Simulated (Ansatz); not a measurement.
In doubt: masses and optical values from hybrid runs of this build are listed as unsure (in some of the runs), which bears on the screening that GW takes from such a start.

TiO2 (Rutile), computed twice by G0W0.

```
Ti O
1.0
     4.59220    0.00000    0.00000
     0.00000    4.59220    0.00000
     0.00000    0.00000    2.95740
Ti O
2 4
Direct
  0.00000 0.00000 0.00000
  0.50000 0.50000 0.50000
  0.30496 0.30496 0.00000
  0.19504 0.80496 0.50000
  0.69504 0.69504 0.00000
  0.80496 0.19504 0.50000
```

The cell and positions come from the Crystallography Open Database and are kept as given unless a step says otherwise.

The first (Ansatz 0.2.0; start HSE06, 4×4×6 mesh, 370 empty bands, screening to 190 eV, hard PAW files; 1 × NVIDIA H100 80GB HBM3 (shared by 3 runs) with 4 threads of AMD EPYC 7R13 (Zen 3), shared host) gave, on its mesh: starting gap 3.39 eV, G0W0 gap 3.63 eV, RPA ε∞ (mean) 5.22, 2.8 min.

The second changes start from HSE06 to PBE and files from hard PAW to all-electron. What does it give?

It gave: starting gap 1.89 eV, G0W0 gap 3.25 eV, RPA ε∞ (mean) 7.64, 4.8 min. The G0W0 gap moves by −0.38 eV, −1.50 eV from the start and +1.12 eV from the correction.

Limits: not at the basis limit.

[Paths, hosts, dates, memory and timing lines, banners, echoed tables and standing remarks are left out of the program output.]

[Logs are printed without paths, hosts, clocks, repeated set-up lines and the standing remarks that a program may print on its own settings, such as how far it seeks lower states.]

[Runs of the session that timed out or met a known fault of the program may be left out.]

[Cells called generated may have been cut or substituted from an entry of the Crystallography Open Database or the Materials Project.]

[Hosts, paths, dates, database ids (printed as entryN), source tags and the programs' standing remarks are cut or masked in the printed files.]
